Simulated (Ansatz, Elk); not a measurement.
## How far do independent atoms describe TiGa4?

Structure refinements treat a crystal as free atoms side by side. For a made-up structure of TiGa4 (cell and positions from a PBEsol relaxation) the runs below show what the calculated density changes in F(hkl).

Program: Elk 11.2.3 (patched build). Level of theory: DFT, PBE, all-electron APW+lo, Dirac cores, scalar-relativistic bands, static density, no spin. Results are calculated unless marked as measured.

This account leaves out most program logs.

The structure was built from a prototype and need not be the compound's stable phase.

### Step 1. Set-up

Symmetry: Im-3m, No. 229, cubic system. The conventional cell has a = 5.907 Å, b = 5.907 Å, c = 5.907 Å, α = 90.00°, β = 90.00°, γ = 90.00°. Nearest to Ga lie 2 Ti at 2.56 Å. Nearest to Ti lie 8 Ga at 2.56 Å. Farther neighbours are not listed.

### Step 2. Ground state and structure factors

An all-electron density is needed, since X-rays see the cores too. Task 0 finds the density and task 195 Fourier-transforms it; tshift is off so that phases refer to the origin typed.

File elk.in:

```
tasks
  0
  195

xctype
  20

spinpol
  .false.

rgkmax
  7.0

gmaxvr
  14.0

lmaxo
  7

lmaxapw
  8

swidth
  0.002

tshift
  .false.

ramdisk
  .false.

hmaxvr
  5.5

maxscl
  120

epspot
  1e-06

sppath
  './'

avec
  -5.58144027295 5.58144027295 5.58144027295
  5.58144027295 -5.58144027295 5.58144027295
  5.58144027295 5.58144027295 -5.58144027295

atoms
  2
  'Ga.in'
  4
  0.5000000000 0.5000000000 0.5000000000   0.000000 0.000000 0.000000
  0.5000000000 0.0000000000 0.0000000000   0.000000 0.000000 0.000000
  0.0000000000 0.5000000000 0.0000000000   0.000000 0.000000 0.000000
  0.0000000000 0.0000000000 0.5000000000   0.000000 0.000000 0.000000
  'Ti.in'
  1
  -0.0000000000 -0.0000000000 0.0000000000   0.000000 0.000000 0.000000

ngridk
  6 6 6
```

Command:

```
> OMP_NUM_THREADS=4 elk
```

Run time: 25 s. Hardware: 4 threads of Arm Neoverse V2, shared host; peak memory 0.17 GiB; 62 s of CPU time.

SFACRHO.OUT:

```text

h k l indices transformed by vhmat matrix:
   1.000000000       0.000000000       0.000000000    
   0.000000000       1.000000000       0.000000000    
   0.000000000       0.000000000       1.000000000    

      h      k      l  multipl.   |H|            Re(F)            Im(F)           |F|

      0      0      0      1   0.0000000       146.00000      0.29276286E-16   146.00000    
      1     -1      0     12  0.79601012       19.045495     -0.11047982E-14   19.045495    
      1      1     -1      6   1.1257283      -87.183783      0.60497898E-14   87.183783    
      1      0      1     24   1.3787300       15.574097      0.60223792E-15   15.574097    
     -2      2      0     12   1.5920202       108.36016      0.20790070E-14   108.36016    
     -2      2      1     24   1.7799327       13.783124      0.54873402E-14   13.783124    
      1     -3      1      8   1.9498186      -72.777787     -0.52712977E-14   72.777787    
     -2      3     -1     48   2.1060448       12.835079      0.10668673E-13   12.835079    
      2     -2      2      6   2.2514566       92.618716     -0.98979609E-14   92.618716    
     -1      2      2     24   2.3880304       11.685463     -0.48145492E-14   11.685463    
      3      0      0     12   2.3880304       11.820453      0.14303509E-13   11.820453    
      3     -1      1     24   2.5172050      -64.159716      0.13882661E-13   64.159716    
     -2      4     -1     24   2.6400669       11.010732     -0.44847225E-14   11.010732    
      0     -2     -2     24   2.7574599       81.691129      0.16605057E-13   81.691129    
      3     -4      0     48   2.8700553       10.305135      0.13085189E-13   10.305135    
      2     -3      3     24   2.8700553       10.177779     -0.39187081E-13   10.177779    
     -1      2      3     48   3.0829339       9.6991020     -0.37103306E-13   9.6991020    
      0      4      0     12   3.1840405       73.307531     -0.15585457E-13   73.307531
```

Elk indexes on the primitive cell of elk.in and gives |H| = 4π sin θ/λ in inverse bohr. Below, one row stands for each form hkl of the conventional cell (m members, Friedel mates merged), F is for one primitive cell and the density is static (no thermal factor). Free-atom factors are Waasmaier and Kirfel's, and R is Σm||F|−|F'||/Σm|F|.

```
hkl   m  sin θ/λ (Å⁻¹)  abs F, DFT  neutral atoms   diff.
110  12          0.120      19.046         18.686  +0.360
200   6          0.169      87.184         87.169  +0.015
211  24          0.207      15.574         15.823  -0.249
220  12          0.239     108.360        109.087  -0.727
310  24          0.268      13.783         14.072  -0.289
222   8          0.293      72.778         73.517  -0.739
321  48          0.317      12.835         12.766  +0.069
400   6          0.339      92.619         93.092  -0.474
411  24          0.359      11.685         11.740  -0.055
330  12          0.359      11.820         11.740  +0.080
420  24          0.379      64.160         64.426  -0.266
332  24          0.397      11.011         10.915  +0.095
422  24          0.415      81.691         81.843  -0.152
431  48          0.432      10.305         10.243  +0.062
510  24          0.432      10.178         10.243  -0.065
521  48          0.464       9.699          9.691  +0.008
440  12          0.479      73.308         73.367  -0.059
530  24          0.494       9.281          9.233  +0.048
433  24          0.494       9.303          9.233  +0.070
442  24          0.508      51.622         51.791  -0.169
600   6          0.508      51.763         51.791  -0.028
611  24          0.522       8.808          8.851  -0.043
```

### Step 3. The highest occupied states alone

An energy window below the Fermi level keeps the highest occupied states, to see at which angles they scatter; shallow core shells can lie inside it and anion s states outside. No new self-consistency is needed.

elk.in, as its differences from that of step 2:

```diff
@@ -1,3 +1,2 @@
 tasks
-  0
   195
@@ -40,2 +39,5 @@
 
+wsfac
+  -0.278830 0.462160
+
 sppath
```

Command:

```
> OMP_NUM_THREADS=4 elk
```

Run time: 9.2 s. Hardware: 4 threads; peak memory 0.16 GiB.

States within 12 eV below the Fermi level hold 16.00 electrons; any levels below the window count with the cores. Their amplitudes can exceed the total, where window and core parts have opposite phase:

```
hkl  sin θ/λ (Å⁻¹)  abs F, window  abs F, all
110          0.120          2.179      19.046
200          0.169          1.203      87.184
211          0.207          0.644      15.574
220          0.239          0.662     108.360
310          0.268          0.330      13.783
222          0.293          0.963      72.778
321          0.317          0.498      12.835
400          0.339          0.063      92.619
411          0.359          0.277      11.685
330          0.359          0.392      11.820
```

### Step 4. Another functional

The difference from free atoms is small, so it is set against the change that LDA (Perdew-Wang) makes.

elk.in, as its differences from that of step 3:

```diff
@@ -1,2 +1,3 @@
 tasks
+  0
   195
@@ -4,3 +5,3 @@
 xctype
-  20
+  3
 
@@ -39,5 +40,2 @@
 
-wsfac
-  -0.278830 0.462160
-
 sppath
```

Command:

```
> OMP_NUM_THREADS=4 elk
```

Elapsed: 15 s, on 4 threads; peak memory 0.16 GiB; 36 s of CPU time.

Against the first run R = 0.04 %; the largest change is -0.080 at 400.

### Step 5. Basis size

A smaller basis shows how fast F responds to it; the change is likely larger than the basis error of the first run, but doesn't show convergence.

elk.in, as its differences from that of step 4:

```diff
@@ -5,3 +5,3 @@
 xctype
-  3
+  20
 
@@ -11,3 +11,3 @@
 rgkmax
-  7.0
+  5.5
```

Command:

```
> OMP_NUM_THREADS=4 elk
```

Elapsed: 24 s, on 4 threads; peak memory 0.16 GiB; 55 s of CPU time.

Against the first run R = 0.03 %; the largest change is +0.095 at 400.

### Step 6. Settings against the effect

```
              run  R against the first run (%)  R against neutral atoms, low angle (%)  wall time
    PBE, rgkmax 7                         0.00                                    0.96       25 s
LDA (Perdew-Wang)                         0.04                                    0.97       15 s
       rgkmax 5.5                         0.03                                    0.96       24 s
```

### Step 7. Results

* R against neutral atoms, sin θ/λ < 0.3 Å⁻¹: 0.96 %
* R against neutral atoms, 0.3 to 0.82 Å⁻¹: 0.28 %

Independent neutral atoms miss the calculated amplitudes by R = 0.96 % below 0.3 Å⁻¹ and 0.28 % from there to 0.82 Å⁻¹; by shells, 1.89 % below 0.15 Å⁻¹ (1 form), 0.89 % 0.15 to 0.3 (5 forms), 0.41 % 0.3 to 0.45 (9 forms), 0.25 % above 0.45 (51 forms). Bonding, aspherical density and the tables' own atoms all enter these figures, and the runs don't part them. The largest change of an amplitude is -0.74 electrons, at 222. The window's part falls from 16.0 electrons at the origin to at most 0.31 between 0.45 and 0.82 Å⁻¹. Below 0.3 Å⁻¹ the changes that finished (LDA (Perdew-Wang) and rgkmax 5.5) move F by R = 0.04 % at most, against the 0.96 % that separates it from free atoms. The k-mesh has no finished test. These runs have no spin, though d or f shells may be open. Part of the difference isn't bonding: the tables are fits to free atoms and ions calculated by other methods than this functional. Thermal motion, anomalous dispersion and extinction are left out.

[Logs are printed without paths, hosts, clocks, repeated set-up lines and the standing remarks that a program may print on its own settings, such as how far it seeks lower states.]

[Hosts, paths, dates, database ids (printed as entryN), source tags and the programs' standing remarks are cut or masked in the printed files.]
